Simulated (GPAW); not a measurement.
# SrO: optical spectrum from first principles

Wanted: where SrO starts to absorb, how strongly, and its refractive index. The cell comes from an older database entry, whose edges can differ from later determinations, mostly by under a per cent.

Method: DFT, LDA, plane-wave PAW (GPAW data sets), scalar-relativistic, RPA, optical limit, in GPAW 26.7.0.

The database entry behind the starting cell differs from later determinations by our own check (about 0.5 % short), so it need not match the best structure at ambient conditions.

### 1. Starting point

Symmetry: Fm-3m, No. 225, cubic system. The conventional cell has a = 5.133 Å, b = 5.133 Å, c = 5.133 Å, α = 90.00°, β = 90.00°, γ = 90.00°. Sr has 6 O at 2.57 Å nearest. Nearest to O lie 6 Sr at 2.57 Å. Farther neighbours and most contacts between anions are not listed.

Structure file:

```cif
data_structure
_symmetry_space_group_name_H-M 'Fm-3m'
_symmetry_Int_Tables_number 225
_cell_length_a 5.1326
_cell_length_b 5.1326
_cell_length_c 5.1326
_cell_angle_alpha 90.000
_cell_angle_beta 90.000
_cell_angle_gamma 90.000
_cell_volume 135.21
loop_
_atom_site_label
_atom_site_type_symbol
_atom_site_symmetry_multiplicity
_atom_site_Wyckoff_symbol
_atom_site_fract_x
_atom_site_fract_y
_atom_site_fract_z
_atom_site_occupancy
Sr1 Sr 4 b 0.50000 0.00000 0.00000 1
O1 O 4 a 0.00000 0.00000 0.00000 1
```

### 2. Ground state

First the ground state: is it a metal or has it a gap?

This step: DFT, LDA, plane-wave PAW (GPAW data sets), scalar-relativistic, ground state (GPAW 26.7.0).

The input, gs.py:

```python
from ase import Atoms
from ase.dft.bandgap import bandgap
from gpaw import GPAW, PW, FermiDirac

atoms = Atoms(['Sr', 'O'],
              cell=[[0.000000000000, 2.566300000000, 2.566300000000],
                    [2.566300000000, 0.000000000000, 2.566300000000],
                    [2.566300000000, 2.566300000000, 0.000000000000]],
              scaled_positions=[[0.500000000000, 0.500000000000, 0.500000000000],
                                [0.000000000000, 0.000000000000, 0.000000000000]],
              pbc=[True, True, True])
atoms.calc = GPAW(mode=PW(400), xc='LDA', kpts={'size': (8, 8, 8), 'gamma': True},
                  occupations=FermiDirac(0.05), maxiter=150, txt='gs.txt')
print('energy (eV)', atoms.get_potential_energy())
print('Fermi level (eV)', atoms.calc.get_fermi_level())
print('valence electrons', atoms.calc.get_number_of_electrons())
print('gap (eV)', bandgap(atoms.calc, output=None)[0])
print('direct gap (eV)', bandgap(atoms.calc, direct=True, output=None)[0])
atoms.calc.write('gs.gpw')
```

Started as:

```console
$ OMP_NUM_THREADS=1 python gs.py
```

Numbers of over 12 decimals in the logs are rounded to 6 here.

Output:

```text
__  _  _
 | _ |_)|_||  |
 |__||  | ||/\| - 26.7.0

Versions:
  Python: 3.12.14
  ASE:    3.29.0
  Numpy:  2.5.5
  Scipy:  1.18.1
  Libxc:  7.0.0

Input parameters:
  mode=PW(ecut=400.0),
  kpts=MonkhorstPack(size=(8, 8, 8), gamma=True),
  maxiter=150,
  occupations=Occupations(name='fermi-dirac', width=0.05, fixmagmom=False),
  xc=XC(name='LDA')

Diagonalizing LCAO Hamiltonian
Converting LCAO to pw mode

               Sr

       O

Atoms  # Å, Bohr magnetons
|   | symbol |        x |        y |        z |    initial magnetic moments |
| 0 |     Sr | 2.566300 | 2.566300 | 2.566300 | ( 0.0000,  0.0000,  0.0000) |
| 1 |      O | 0.000000 | 0.000000 | 0.000000 | ( 0.0000,  0.0000,  0.0000) |

Unit cell  # Å
| periodic |        x |        y |        z |  lengths |    angles |
|      yes | 0.000000 | 2.566300 | 2.566300 | 3.629296 | 60.000000 |
|      yes | 2.566300 | 0.000000 | 2.566300 | 3.629296 | 60.000000 |
|      yes | 2.566300 | 2.566300 | 0.000000 | 3.629296 | 60.000000 |

Number of symmetries: 48
Symmetry operations  # r_c * U_cc + t_c -> r_c
|    | kind |            matrix            |
|  0 |  σ   |  1, 0, 0,  1, 0,-1,  1,-1, 0 |
|  1 |  C2  |  1, 0, 0,  1,-1, 0,  1, 0,-1 |
|  2 |  E   |  1, 0, 0,  0, 1, 0,  0, 0, 1 |
|  3 |  σ   |  1, 0, 0,  0, 0, 1,  0, 1, 0 |
|  4 |  C4  |  1, 0,-1,  1, 0, 0,  1,-1, 0 |
|  5 |  S6  |  1, 0,-1,  1,-1, 0,  1, 0, 0 |
|  6 |  σ   |  1, 0,-1,  0, 1,-1,  0, 0,-1 |
|  7 |  C3  |  1, 0,-1,  0, 0,-1,  0, 1,-1 |
|  8 |  S6  |  1,-1, 0,  1, 0, 0,  1, 0,-1 |
|  9 |  C4  |  1,-1, 0,  1, 0,-1,  1, 0, 0 |
| 10 |  C3  |  1,-1, 0,  0,-1, 1,  0,-1, 0 |
| 11 |  σ   |  1,-1, 0,  0,-1, 0,  0,-1, 1 |
| 12 |  σ   |  0, 1, 0,  1, 0, 0,  0, 0, 1 |
| 13 |  C4  |  0, 1, 0,  0, 1,-1, -1, 1, 0 |
| 14 |  C3  |  0, 1, 0,  0, 0, 1,  1, 0, 0 |
| 15 |  S6  |  0, 1, 0, -1, 1, 0,  0, 1,-1 |
| 16 |  C2  |  0, 1,-1,  1, 0,-1,  0, 0,-1 |
| 17 |  σ   |  0, 1,-1,  0, 1, 0, -1, 1, 0 |
| 18 |  S4  |  0, 1,-1,  0, 0,-1,  1, 0,-1 |
| 19 |  C4  |  0, 1,-1, -1, 1, 0,  0, 1, 0 |
| 20 |  C3  |  0, 0, 1,  1, 0, 0,  0, 1, 0 |
| 21 |  σ   |  0, 0, 1,  0, 1, 0,  1, 0, 0 |
| 22 |  S6  |  0, 0, 1,  0,-1, 1, -1, 0, 1 |
| 23 |  C4  |  0, 0, 1, -1, 0, 1,  0,-1, 1 |
| 24 |  S4  |  0, 0,-1,  1, 0,-1,  0, 1,-1 |
| 25 |  C3  |  0, 0,-1,  0, 1,-1,  1, 0,-1 |
| 26 |  C2  |  0, 0,-1,  0,-1, 0, -1, 0, 0 |
| 27 |  S6  |  0, 0,-1, -1, 0, 0,  0,-1, 0 |
| 28 |  S4  |  0,-1, 1,  1,-1, 0,  0,-1, 0 |
| 29 |  C4  |  0,-1, 1,  0, 0, 1, -1, 0, 1 |
| 30 |  C2  |  0,-1, 1,  0,-1, 0,  1,-1, 0 |
| 31 |  σ   |  0,-1, 1, -1, 0, 1,  0, 0, 1 |
| 32 |  C3  |  0,-1, 0,  1,-1, 0,  0,-1, 1 |
| 33 |  S6  |  0,-1, 0,  0, 0,-1, -1, 0, 0 |
| 34 |  S4  |  0,-1, 0,  0,-1, 1,  1,-1, 0 |
| 35 |  C2  |  0,-1, 0, -1, 0, 0,  0, 0,-1 |
| 36 |  C2  | -1, 1, 0,  0, 1, 0,  0, 1,-1 |
| 37 |  S6  | -1, 1, 0,  0, 1,-1,  0, 1, 0 |
| 38 |  S4  | -1, 1, 0, -1, 0, 1, -1, 0, 0 |
| 39 |  C3  | -1, 1, 0, -1, 0, 0, -1, 0, 1 |
| 40 |  S6  | -1, 0, 1,  0, 0, 1,  0,-1, 1 |
| 41 |  C2  | -1, 0, 1,  0,-1, 1,  0, 0, 1 |
| 42 |  C3  | -1, 0, 1, -1, 1, 0, -1, 0, 0 |
| 43 |  S4  | -1, 0, 1, -1, 0, 0, -1, 1, 0 |
| 44 |  C2  | -1, 0, 0,  0, 0,-1,  0,-1, 0 |
| 45 |  i   | -1, 0, 0,  0,-1, 0,  0, 0,-1 |
| 46 |  σ   | -1, 0, 0, -1, 1, 0, -1, 0, 1 |
| 47 |  C2  | -1, 0, 0, -1, 0, 1, -1, 1, 0 |

BZ-sampling:
  Number of BZ points: 512
  Number of IBZ points: 29

  Monkhorst-Pack size: [8, 8, 8]
  Monkhorst-Pack shift: [0.0625, 0.0625, 0.0625]

K-points  # in reciprocal-cell coordinates
|     |                                coordinates |     weight |
|   0 | (  0.00000000,   0.00000000,   0.00000000) | 0.00195312 |
|   1 | (  0.12500000,   0.12500000,   0.00000000) | 0.01171875 |
|   2 | (  0.12500000,   0.12500000,   0.12500000) | 0.01562500 |
|   3 | (  0.25000000,   0.12500000,   0.12500000) | 0.02343750 |
|   4 | (  0.25000000,   0.25000000,   0.00000000) | 0.01171875 |
|   5 | (  0.25000000,   0.25000000,   0.12500000) | 0.04687500 |
|   6 | (  0.25000000,   0.25000000,   0.25000000) | 0.01562500 |
|   7 | (  0.37500000,   0.25000000,  -0.37500000) | 0.04687500 |
|   8 | (  0.37500000,   0.25000000,   0.12500000) | 0.04687500 |
|   9 | (  0.37500000,   0.25000000,   0.25000000) | 0.04687500 |
| ... |                                            |            |
|  28 | (  0.50000000,   0.50000000,   0.50000000) | 0.00781250 |

Plane wave coefficients: 636
Cutoff: 400.0 eV

Spin-components: 1 (collinear spins)
Bands:           9
Projectors:      10
Spin-degeneracy: 2
Datatype:        complex128

Parallelization:
  kpt:    1
  domain: 1
  band:   1

Density:
  Valence electrons: 16.0
  Components: 1
  Grid points: [18 18 18]
  Charge: 0.0  # |e|

Potential:
  Grid points: [18 18 18]

species:
  Sr:
    name:    Strontium
    id:
    Z:       38.0
    valence: 10
    core:    28
    charge:  0.0  # [|e|]
    compensation charges:
      type: gauss
      rc: 0.40  # [Å]
      lmax: 2
    cutoffs:
      filter: 2.39  # [Å]
      core: 1.85  # [Å]
    projectors
    | kind |    occ | energy [eV] | rcut [Å] |
    |   4s |  2.000 |     -40.901 |    1.291 |
    |   5s |  2.000 |      -3.641 |    1.291 |
    |   4p |  6.000 |     -22.864 |    1.291 |
    |    p |        |       4.348 |    1.291 |
    |    d |        |       0.000 |    1.254 |

    Using partial waves for Sr as LCAO basis

  O:
    name:    Oxygen
    id:
    Z:       8.0
    valence: 6
    core:    2
    charge:  0.0  # [|e|]
    compensation charges:
      type: gauss
      rc: 0.21  # [Å]
      lmax: 2
    cutoffs:
      filter: 1.17  # [Å]
      core: 0.83  # [Å]
    projectors
    | kind |    occ | energy [eV] | rcut [Å] |
    |   2s |  2.000 |     -23.752 |    0.688 |
    |   2p |  4.000 |      -9.195 |    0.598 |
    |    s |        |       3.459 |    0.688 |
    |    p |        |      18.016 |    0.598 |
    |    d |        |       0.000 |    0.619 |

    Using partial waves for O as LCAO basis

Reference energy: -88424.643132  # eV

eigensolver:
  PPCG
  Converge bands: occupied
  niter=2

density mixing:
  MSR1-Mixer
  Pratt-step length: 0.05
  Maximum mixing coefficient: 0.75
  Old densities: 10
  SVD Regularization: 0.005
  Good broyden scale: 1.0
  Trust region scale: 1.0
  Backstep threshold: 4.0
  History deletion threshold: 6.0
  Fourier metric: weight=20.0, sigma=0.015

occupation numbers:
  Fermi-Dirac:
    width: 0.0500  # eV

poisson solver:
  ecut: 3200.0  # eV

xc functional:
  name: None

convergence criteria:
- Maximum [total energy] change in last 3 cyles: 0.0005 eV / valence electron
- Maximum integral of absolute [dens]ity change: 0.0001 electrons / valence electron
- Maximum integral of absolute [eigenst]ate change: 4e-08 eV^2 / valence electron
maximum number of iterations: 150

SCF iterations
|iter     |      energy | eigst |  dens |
|iter:   1||  -12.951735 | +0.14 |       |
|iter:   2||  -12.619066 | -1.36 | -0.95 |
|iter:   3||  -11.790374 | -0.58 | -1.01 |
|iter:   4||  -11.755299 | -2.00 | -1.45 |
|iter:   5||  -11.744693 | -3.05 | -1.71 |
|iter:   6||  -11.744947 | -3.77 | -2.60 |
|iter:   7||  -11.744930c| -4.66 | -3.09 |
|iter:   8||  -11.744931c| -6.06 | -3.69 |
|iter:   9||  -11.744931c| -7.43c| -4.61c|

Converged in 9 steps
SCF loop duration: 3.951 s (0.439 s/step)
Energy contributions relative to reference atoms: (reference = -88424.643132)

Energy contributions:
  Kinetic:           3.707826
  Coulomb:           0.132661
  Zero:             -0.488623
  External:          0.000000
  Xc:              -15.096796
  Entropy:          -0.000000
  Spinorbit:         0.000000
  ----------------------------
  Free energy:     -11.744931
  Extrapolated:    -11.744931

dipole moment: (-14.522406, -14.522406, -14.522406)  # |e|*Ang

Fermi level: 5.849
Eigenvalues  # (at kpt = [0.000, 0.000, 0.000])
| band index |      eig [eV] | occ [0-2] |
|          0 |       -27.280 |     2.000 |
|          1 |       -10.298 |     2.000 |
|          2 |        -8.957 |     2.000 |
|          3 |        -8.957 |     2.000 |
|          4 |        -8.957 |     2.000 |
|          5 |         4.783 |     2.000 |
|          6 |         4.783 |     2.000 |
|          7 |         4.783 |     2.000 |
|          8 |         8.539 |     0.000 |

Gap: 3.172 eV
Transition (v -> c):
  (s=0, k=0, n=7, [0.00, 0.00, 0.00]) -> (s=0, k=24, n=8, [0.50, 0.50, 0.00])
Direct/indirect transitions are different
Direct gap: 3.285 eV
Transition at: (s=0, k=24, n=7, [0.50, 0.50, 0.00])

--- standard output ---
energy (eV) -11.744931
Fermi level (eV) 5.848737
valence electrons 16.0
gap (eV) 3.171761
direct gap (eV) 3.285048
```

Wall time 5.5 s (1 thread of Arm Neoverse V1, shared host); peak memory 0.12 GiB.

This step gave:

* energy: -11.74 eV
* Fermi energy: 5.849 eV
* gap on the k-mesh: 3.172 eV
* direct gap on the mesh: 3.285 eV
* electrons: 16

There is a gap, 3.17 eV on this mesh (points off the mesh can give less), so no carriers' term is needed.

### 3. Bands for the response

At the fixed density, many empty bands are solved on the mesh of the response, since the spectrum sums over them.

This step: DFT, LDA, plane-wave PAW (GPAW data sets), scalar-relativistic, bands at fixed density (GPAW 26.7.0).

The input, nscf.py:

```python
from ase.dft.bandgap import bandgap
from gpaw import GPAW, FermiDirac

calc = GPAW('gs.gpw').fixed_density(kpts={'size': (16, 16, 16), 'gamma': True}, nbands=33, convergence={'bands': 27},
                                    occupations=FermiDirac(0.001), txt='nscf.txt')
print('gap (eV)', bandgap(calc, output=None)[0])
print('direct gap (eV)', bandgap(calc, direct=True, output=None)[0])
print('top band over the Fermi level (eV)', min(calc.get_eigenvalues(kpt=k)[26] for k in range(len(calc.get_ibz_k_points()))) - calc.get_fermi_level())
calc.write('full.gpw', mode='all')
```

Started as:

```console
$ OMP_NUM_THREADS=1 python nscf.py
```

Output:

```text
Diagonalizing LCAO Hamiltonian
Converting LCAO to pw mode
convergence criteria:
- Maximum integral of absolute [eigenst]ate change: 4e-08 eV^2 / valence electron
maximum number of iterations: 150

SCF iterations
|iter     |      energy | eigst |  dens |
|iter:   1||             | +3.29 |       |
|iter:   2||             | +1.47 |       |
|iter:   3||             | -0.69 |       |
|iter:   4||             | -2.12 |       |
|iter:   5||             | -3.73 |       |
|iter:   6||             | -4.85 |       |
|iter:   7||             | -6.25 |       |
|iter:   8||             | -7.24 |       |
|iter:   9||             | -7.90c|       |
SCF steps: 9
  __  _  _
 | _ |_)|_||  |
 |__||  | ||/\| - 26.7.0

Versions:
  Python: 3.12.14
  ASE:    3.29.0
  Numpy:  2.5.5
  Scipy:  1.18.1
  Libxc:  7.0.0

Input parameters:
  mode=PW(ecut=400.0),
  convergence={'bands': 27},
  gpts=array([18, 18, 18]),
  kpts=MonkhorstPack(size=(16, 16, 16), gamma=True),
  maxiter=150,
  nbands=33,
  occupations=Occupations(name='fermi-dirac', width=0.001, fixmagmom=False),
  parallel={},
  xc=XC(name='LDA')

--- standard output ---
gap (eV) 3.171760
direct gap (eV) 3.285047
top band over the Fermi level (eV) 28.851870
```

Wall time 64 s (1 thread); peak memory 0.19 GiB.

(Continued in part 2 of 2.)

[Machine, clock and banner lines and Python warnings are left out of the logs.]

[Logs are printed without paths, hosts, clocks, repeated set-up lines and the standing remarks that a program may print on its own settings, such as how far it seeks lower states.]

[Hosts, paths, dates, database ids (printed as entryN), source tags and the programs' standing remarks are cut or masked in the printed files.]
